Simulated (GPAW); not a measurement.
Computed C K edges (GPAW, LDA, excited-electron core hole (neutral cell), supercells with 6.5 to 6.6 Å between holes, Gaussian full width 0.9 eV up to 4 eV, rising linearly to 3.5 eV at 25 eV, without spin-orbit coupling) of these absorbers are given in random order:
A. Sc2C (P-3m1): 6 Sc at 2.28 Å (octahedral, site symmetry -3m)
B. ZnNi3C (Pm-3m): 6 Ni at 1.88 Å (octahedral, site symmetry m-3m)
C. HfC (Fm-3m): 6 Hf at 2.33 Å (octahedral, site symmetry m-3m)

Energy from 278.0 eV of photon energy (total-energy differences, less 6.7 eV, the free-atom term for the hole's spin; none where the hole was spin-polarised); mean of 1 over the first 20 eV. In the free atom LDA prices this hole about 3 eV below PBE, which is itself good to a few eV.

| E (eV) | spectrum 1 | spectrum 2 | spectrum 3 |
| --- | --- | --- | --- |
| -2.0 | 0.00 | 0.00 | 0.00 |
| -1.5 | 0.00 | 0.00 | 0.00 |
| -1.0 | 0.00 | 0.00 | 0.00 |
| -0.5 | 0.00 | 0.03 | 0.03 |
| 0.0 | 0.00 | 0.19 | 0.21 |
| 0.5 | 0.00 | 0.34 | 0.52 |
| 1.0 | 0.03 | 0.30 | 0.68 |
| 1.5 | 0.35 | 0.32 | 0.75 |
| 2.0 | 1.31 | 0.57 | 0.81 |
| 2.5 | 1.60 | 1.15 | 1.02 |
| 3.0 | 1.06 | 1.92 | 1.14 |
| 3.5 | 1.03 | 2.13 | 1.20 |
| 4.0 | 1.29 | 2.30 | 1.32 |
| 4.5 | 1.71 | 2.86 | 1.64 |
| 5.0 | 2.01 | 2.70 | 1.88 |
| 5.5 | 1.81 | 1.92 | 1.51 |
| 6.0 | 1.18 | 1.22 | 1.03 |
| 6.5 | 0.78 | 0.82 | 0.81 |
| 7.0 | 0.67 | 0.63 | 0.82 |
| 7.5 | 0.74 | 0.55 | 1.01 |
| 8.0 | 0.88 | 0.56 | 1.28 |
| 8.5 | 0.97 | 0.63 | 1.53 |
| 9.0 | 0.99 | 0.79 | 1.74 |
| 9.5 | 1.16 | 1.00 | 1.98 |
| 10.0 | 1.47 | 1.14 | 2.19 |
| 10.5 | 1.52 | 1.11 | 2.15 |
| 11.0 | 1.13 | 0.99 | 1.86 |
| 11.5 | 0.64 | 0.96 | 1.56 |
| 12.0 | 0.36 | 1.07 | 1.38 |
| 12.5 | 0.28 | 1.21 | 1.24 |
| 13.0 | 0.30 | 1.23 | 1.02 |
| 13.5 | 0.38 | 1.11 | 0.79 |
| 14.0 | 0.47 | 0.92 | 0.63 |
| 14.5 | 0.56 | 0.76 | 0.56 |
| 15.0 | 0.63 | 0.69 | 0.53 |
| 15.5 | 0.73 | 0.69 | 0.51 |
| 16.0 | 0.89 | 0.69 | 0.50 |
| 16.5 | 1.09 | 0.69 | 0.48 |
| 17.0 | 1.31 | 0.66 | 0.43 |
| 17.5 | 1.48 | 0.62 | 0.35 |
| 18.0 | 1.53 | 0.59 | 0.26 |
| 18.5 | 1.44 | 0.57 | 0.19 |
| 19.0 | 1.24 | 0.55 | 0.17 |
| 19.5 | 0.98 | 0.52 | 0.18 |
| 20.0 | 0.74 | 0.49 | 0.23 |
| 20.5 | 0.58 | 0.47 | 0.27 |
| 21.0 | 0.52 | 0.45 | 0.32 |
| 21.5 | 0.51 | 0.44 | 0.34 |
| 22.0 | 0.54 | 0.45 | 0.37 |
| 22.5 | 0.57 | 0.47 | 0.39 |
| 23.0 | 0.58 | 0.51 | 0.43 |
| 23.5 | 0.58 | 0.55 | 0.49 |
| 24.0 | 0.57 | 0.60 | 0.54 |
| 24.5 | 0.56 | 0.66 | 0.60 |
| 25.0 | 0.56 | 0.73 | 0.65 |
| 25.5 | 0.56 | 0.80 | 0.71 |
| 26.0 | 0.55 | 0.85 | 0.78 |
| 26.5 | 0.54 | 0.90 | 0.88 |
| 27.0 | 0.52 | 0.92 | 1.00 |
| 27.5 | 0.50 | 0.93 | 1.11 |
| 28.0 | 0.48 | 0.92 | 1.21 |
| 28.5 | 0.46 | 0.90 | 1.25 |
| 29.0 | 0.46 | 0.87 | 1.24 |
| 29.5 | 0.47 | 0.83 | 1.16 |
| 30.0 | 0.49 | 0.79 | 1.03 |
| 30.5 | 0.52 | 0.74 | 0.88 |
| 31.0 | 0.55 | 0.69 | 0.72 |
| 31.5 | 0.58 | 0.64 | 0.58 |
| 32.0 | 0.60 | 0.59 | 0.47 |

The database entry behind the starting cell differs from later determinations by our own check (about 0.2 % long), so it need not match the best structure at ambient conditions.

Which spectrum belongs to which crystal?

Spectrum 1 is B (rising edge 279.7 eV, maxima 0.6 eV (1.67) and 3.3 eV (2.02) above its zero). Spectrum 2 is A (rising edge 280.1 eV, maxima 0.6 eV (0.34), 4.7 eV (2.91) and 12.8 eV (1.24) above its zero). Spectrum 3 is C (rising edge 278.7 eV, maxima 4.8 eV (1.88) and 10.0 eV (2.21) above its zero). After the best relative shift (up to 4 eV allowed) the most alike pair, HfC (Fm-3m) and Sc2C (P-3m1), differs by 49 % r.m.s., the least alike, HfC (Fm-3m) and ZnNi3C (Pm-3m), by 55 %. Between 0 and 20 eV on the axis shown, these two part most near 18.2 eV, where ZnNi3C (Pm-3m) is higher by 1.3. The rising edges span 1.4 eV, lowest for HfC (Fm-3m).

The hole lies in one spin channel, while the script sums the empty states of both and takes the lower zero; where the two channels are split, this blurs and shifts the curve. The starting moments shrank to 0.00 μB or less, so this is hardly a magnetic state. Lifetime broadening is put in by hand, and intensities beyond about 20 eV depend on it. Meshes are coarse enough for small ripples in Sc2C (P-3m1). The structures are entries of the Crystallography Open Database and the Materials Project (computed), used as given.

[Hosts, paths, dates, database ids (printed as entryN), source tags and the programs' standing remarks are cut or masked in the printed files.]
